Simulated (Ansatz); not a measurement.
# KRuCl6, from a guessed structure to a relaxed one, part 2 of 2

Starting from a made-up structure for KRuCl6, the aim is the relaxed cell, its shortest contacts and, where a second run follows, its electronic structure.

Ansatz 0.2.0; DFT, PBEsol, plane-wave PAW, files of the set soft_1, scalar-relativistic, no spin, cell and ions relaxed at zero pressure; PAW set soft_1 (the session's first sound run).

So far: Set-up; Relaxing cell and atoms. The relaxed cell has a = 9.011, c = 8.313 Å (conventional setting).

## 3. Bands of the relaxed cell

A second self-consistent run takes a narrower smearing and the mesh shown in its input; the bands follow along the standard path of the relaxed lattice.

This step: DFT, PBEsol, plane-wave PAW, files of the set soft_1, scalar-relativistic, no spin, bands and density of states at the relaxed cell; PAW set soft_1 (Ansatz 0.2.0).

Contents of input.yaml:

```yaml
crystal:
  lattice:
    - [4.505281375, 2.6011254146, 2.7710981333]
    - [-4.505281375, 2.6011254146, 2.7710981333]
    - [0.0, -5.2022508293, 2.7710981333]
  atoms:
    - { symbol: Ru, position: [0.0, 0.0, 0.0] }
    - { symbol: K, position: [0.5, 0.5, 0.5] }
    - { symbol: Cl, position: [0.9204566998, 0.278574495, 0.278574495] }
    - { symbol: Cl, position: [0.0795433002, 0.721425505, 0.721425505] }
    - { symbol: Cl, position: [0.721425505, 0.721425505, 0.0795433002] }
    - { symbol: Cl, position: [0.721425505, 0.0795433002, 0.721425505] }
    - { symbol: Cl, position: [0.278574495, 0.9204566998, 0.278574495] }
    - { symbol: Cl, position: [0.278574495, 0.278574495, 0.9204566998] }
kpoints:
  mp_grid: { grid: [6, 6, 6] }
  band_path:
    path:
      - [0.0, 0.0, 0.0]
      - [0.42791348, -0.57208652, 0.42791348]
      - [0.5, -0.5, 0.5]
      - [0.35582696, 0.35582696, 0.35582696]
      - [0.0, 0.0, 0.0]
      - [0.5, -0.5, 0.0]
      - [0.57208652, -0.42791348, -0.42791348]
      - [0.64417304, -0.35582696, -0.35582696]
      - [0.5, 0.0, 0.0]
      - [0.5, -0.5, 0.5]
    npoints: 8
scf:
  occupations: { method: fermi_dirac, width: 0.03 }
  n_extra_bands: 12
hamiltonian:
  xc: pbesol
  pseudopotentials: { kind: paw, azcp: { folder: soft_1 }, xc_functional: pbe }
output:
  forces: true
  stress: true
  write_bands: true
  dos: { projected: true }
  write_density: true
  write_potential: true
  elf: true
  volumetric_format: npy
```

The run is started by

```sh
> ansatz run input.yaml --threads 4 --pin off --max-ram 10240MiB --backend cpu --events-out ev --progress --plain --runs-dir out
```

Numbers of over 12 decimals in the logs are rounded to 6 here.

Output:

```text
[...]
Crystal: 8 atoms, lattice volume = 194.844 Å³
Basis set: ecut = 420 eV, 3807 PW (Γ), exchange–correlation on 80×80×80 points (8 copies of the dense FFT grid, shifted against one another)
Bands: 46, of which v1, the nominal top of the filled ones, is band 34 counted from 1 (33 counted from 0)
Symmetry: 12 space group operations
[...]
k-points: 32 of 216
[...]
SCF iter   1: F=—  HF=-13705.528650 eV  |F-HF|=—  |Δ(HF+E_count)|=         —  Δρ=4.16e-2  dr2=4.11e0  ethr=3.10e-3  ⟨swp⟩=7.5  Hψ=6987  notcnv=0  defer=13
[...]
SCF iter  11: F=-13703.604354 eV  HF=-13703.604354 eV  |F-HF|=2.67e-9  |Δ(HF+E_count)|=   1.37e-7  Δρ=2.47e-6  dr2=1.07e-8  ethr=1.49e-10  ⟨swp⟩=21.0  Hψ=12968  notcnv=0
SCF 1 converged in 11 iterations: F = -13703.604354 eV  dr2 = 1.07e-8
[...]
NSCF: frozen V_eff on 73 k-points
SCF converged after 11 iterations
Free energy (F): -13703.604354 eV
[...]
Internal energy: -13703.566401 eV  (E = F + TS)
E sigma→0 (E₀):  -13703.585377 eV
Entropy (-TS):   -0.037953 eV (-4.744 meV/atom)
Fermi energy:    3.556418 eV
[...]
--- Forces (eV/Å), atoms counted from 1 ---
  atom   1  Ru     0.00000000     0.00000000    -0.00000000
  atom   2  K      0.00000000     0.00000000     0.00000000
  atom   3  Cl    -0.00005490    -0.00003170    -0.00473869
  atom   4  Cl     0.00005490     0.00003170     0.00473869
  atom   5  Cl     0.00000000    -0.00006339     0.00473869
  atom   6  Cl    -0.00005490     0.00003170     0.00473869
  atom   7  Cl     0.00005490    -0.00003170    -0.00473869
  atom   8  Cl     0.00000000     0.00006339    -0.00473869
  max |Σ_I F_I| component: 7.81e-18 eV/Å
--- Stress (GPa, compression-positive) ---
       -0.036370      -0.000000      -0.000000
        0.000000      -0.036370       0.000000
       -0.000000       0.000000      -0.067368
  P = ⅓ Tr σ = -0.0467 GPa (-0.467 kbar)
--- Band table (eV; the first three rows and the last of 32) ---
  k-point 0: bands = [... 30 lower, 2.7949, 3.3343, 3.3343, 3.4061, 3.6447, 5.9050, 5.9050, 9.3771, ... 8 higher]
  k-point 1: bands = [... 30 lower, 2.8136, 3.2602, 3.3883, 3.4814, 3.6473, 5.9948, 6.0554, 9.6566, ... 8 higher]
  k-point 2: bands = [... 30 lower, 2.7987, 2.9407, 3.4230, 3.5235, 3.7391, 6.1558, 6.3875, 10.2425, ... 8 higher]
  k-point 31: bands = [... 30 lower, 2.6918, 2.8359, 3.2918, 3.7653, 3.7653, 5.8357, 5.8357, 10.4519, ... 8 higher]
```

Wall time 13 s (4 threads of Arm Neoverse V1, shared host); peak memory 0.71 GiB.

Numbers from this step:

| Item | Value |
| --- | --- |
| free energy | -13703.6044 eV |
| energy at zero smearing | -13703.5854 eV |
| smearing term TS | 0.03795 eV |
| Fermi energy | 3.556 eV |
| pressure | -0.04670 GPa |

From bands.tsv, the bands that come nearest the Fermi level along the path, at its corners, in eV from the Fermi level:

| point | band 30 | band 31 | band 32 | band 33 | band 34 | band 35 | band 36 | band 37 |
| --- | --- | --- | --- | --- | --- | --- | --- | --- |
| Γ | -0.76 | -0.76 | -0.22 | -0.22 | -0.15 | 0.09 | 2.35 | 2.35 |
| P | -0.82 | -0.82 | -0.68 | -0.21 | 0.18 | 0.18 | 2.42 | 2.42 |
| Z | -0.86 | -0.86 | -0.72 | -0.26 | 0.21 | 0.21 | 2.28 | 2.28 |
| Q | -0.81 | -0.81 | -0.59 | -0.14 | 0.13 | 0.13 | 2.74 | 2.74 |
| Γ | -0.76 | -0.76 | -0.22 | -0.22 | -0.15 | 0.09 | 2.35 | 2.35 |
| F | -1.13 | -1.06 | -0.76 | -0.44 | -0.13 | 0.46 | 2.42 | 3.10 |
| P1 | -0.82 | -0.82 | -0.68 | -0.21 | 0.18 | 0.18 | 2.42 | 2.42 |
| Q1 | -0.81 | -0.81 | -0.59 | -0.14 | 0.13 | 0.13 | 2.74 | 2.74 |
| L | -1.00 | -0.94 | -0.76 | -0.12 | -0.05 | 0.24 | 2.67 | 3.01 |
| Z | -0.86 | -0.86 | -0.72 | -0.26 | 0.21 | 0.21 | 2.28 | 2.28 |

Counts of states for the cell as run, both spins, by energy window (eV from the Fermi level): Near the top, bands beyond those computed are missing, so counts there can be too low.

```csv
from,to,total
-8,-7,0.00
-7,-6,0.00
-6,-5,0.33
-5,-4,9.05
-4,-3,6.98
-3,-2,3.84
-2,-1,10.49
-1,0,8.34
0,1,2.97
1,2,0.00
2,3,3.81
3,4,0.19
4,5,0.00
5,6,0.00
```

A further 28.0 states lie below the table's range.

Valence density in the ac plane of the cell as run, not the conventional one, at fractional y = 0.279, with atoms of Cl within 0.2 Å of it. It is the smooth field of the valence electrons, not physical close to the nuclei.

Values in e/Å³, 16 rows by 16 columns, each cell a mean:
```
0.1 0.3 0.9 1.5 1.1 1.4 1.4 0.5 0.1 0.0 0.0 0.0 0.1 0.1 0.1 0.1
0.1 0.3 1.0 1.6 1.1 1.5 1.3 0.4 0.1 0.0 0.1 0.1 0.1 0.1 0.1 0.1
0.1 0.2 0.7 1.4 1.6 1.4 0.7 0.2 0.1 0.1 0.1 0.2 0.2 0.2 0.1 0.1
0.1 0.1 0.3 0.6 0.8 0.6 0.3 0.1 0.0 0.1 0.1 0.3 0.3 0.2 0.1 0.1
0.0 0.1 0.1 0.2 0.2 0.1 0.1 0.0 0.0 0.1 0.1 0.2 0.3 0.2 0.1 0.0
0.0 0.0 0.0 0.1 0.1 0.0 0.0 0.0 0.0 0.1 0.1 0.1 0.1 0.1 0.1 0.0
0.0 0.0 0.0 0.0 0.0 0.0 0.0 0.1 0.1 0.0 0.1 0.1 0.1 0.1 0.0 0.0
0.1 0.1 0.0 0.0 0.0 0.0 0.1 0.1 0.1 0.1 0.0 0.0 0.0 0.1 0.1 0.1
0.4 0.2 0.1 0.0 0.0 0.0 0.1 0.1 0.1 0.1 0.0 0.0 0.1 0.2 0.4 0.5
1.1 0.5 0.2 0.1 0.0 0.0 0.1 0.1 0.1 0.0 0.0 0.1 0.3 0.7 1.3 1.4
1.6 0.7 0.2 0.1 0.0 0.0 0.0 0.0 0.0 0.0 0.0 0.1 0.6 1.4 1.5 1.4
1.5 0.7 0.2 0.1 0.0 0.0 0.0 0.0 0.0 0.0 0.1 0.2 0.8 1.6 1.1 1.1
1.1 0.4 0.1 0.1 0.1 0.1 0.1 0.0 0.0 0.0 0.1 0.2 0.6 1.4 1.6 1.5
0.5 0.2 0.1 0.1 0.2 0.2 0.2 0.1 0.0 0.0 0.0 0.1 0.3 0.7 1.0 0.9
0.2 0.2 0.2 0.4 0.7 0.7 0.5 0.2 0.1 0.0 0.0 0.1 0.1 0.2 0.3 0.3
0.1 0.2 0.5 1.1 1.5 1.6 1.1 0.4 0.1 0.0 0.0 0.0 0.1 0.1 0.1 0.1
```
Columns run along a (5.9 Å), rows up along c (5.9 Å). Atoms in or near the plane, at fractional coordinates: Cl at (0.92, 0.28), Cl at (0.28, 0.92).

Electrostatic potential energy in the ac plane of the cell as run, not the conventional one, at fractional y = 0.279, with atoms of Cl within 0.2 Å of it. With pseudopotentials it is smooth inside the atoms' cores, unlike the true potential.

Ten even steps from '0' (-37 eV) to '9' (10 eV), each cell a mean:
```
9950002899999999
9950003899999999
9962126999999999
9997679999999999
9999999999999999
9999999999999999
9999999999999999
9999999889999999
8999998889999988
4899999899999632
1799999999997200
1799999999996100
4899999999997200
8999999999999655
9998778999999999
9984114899999999
```
Columns run along a (5.9 Å; values clipped at the 3rd and 97th percentile), rows up along c (5.9 Å). Atoms in or near the plane, at fractional coordinates: Cl at (0.92, 0.28), Cl at (0.28, 0.92).

ELF in the ac plane of the cell as run, not the conventional one, at fractional y = 0.279, with atoms of Cl within 0.2 Å of it. It is the smooth field of the valence electrons, not physical close to the nuclei.

Ten even steps from '0' (0.01) to '9' (0.89), each cell a mean:
```
1587469940000000
1697479830145420
1699999611478740
0489997302689850
0157863002688740
0012210000366410
0000000000022100
5310001110000134
9840001210003689
9961000110037999
9961000000169976
8840000000289944
9620011000279977
7312466410158998
2136899830014665
1279899950000111
```
Columns run along a (5.9 Å), rows up along c (5.9 Å). Atoms in or near the plane, at fractional coordinates: Cl at (0.92, 0.28), Cl at (0.28, 0.92).

## 4. What came out

```yaml
space_group_relaxed: R-3m
conventional_cell: a = 9.011, b = 9.011, c = 8.313 Å; α = 90.0°, β = 90.0°, γ = 120.0°
volume_per_atom: 24.36 Å³ (guess 30.20)
```

**Reading.** KRuCl6 relaxes to R-3m with a = 9.011, b = 9.011 and c = 8.313 Å. The guessed volume was 24 % too large. The space group R-3m was held in the relaxation, so the end point is a stationary structure within it and may be a saddle against distortions or other arrangements. Bands cross the Fermi level, so it is a metal or semimetal at this level. The electron count is odd, which forces that without spin polarisation or a larger cell. On the 6×6×6 mesh with the narrower smearing (relaxed on 5×5×5) the largest force component is 0.005 eV/Å and the largest stress component is 0.067 GPa, against the relaxation's thresholds of 0.015 eV/Å and 0.05 GPa. The cutoff wasn't tested. No dispersion term is used, so weakly bound directions may come out too long. The runs have no spin, and magnetism wasn't tested. Nothing here tests whether the compound is stable against decomposition.

[Logs are printed without paths, hosts, clocks, repeated set-up lines and the standing remarks that a program may print on its own settings, such as how far it seeks lower states.]

[Hosts, paths, dates, database ids (printed as entryN), source tags and the programs' standing remarks are cut or masked in the printed files.]
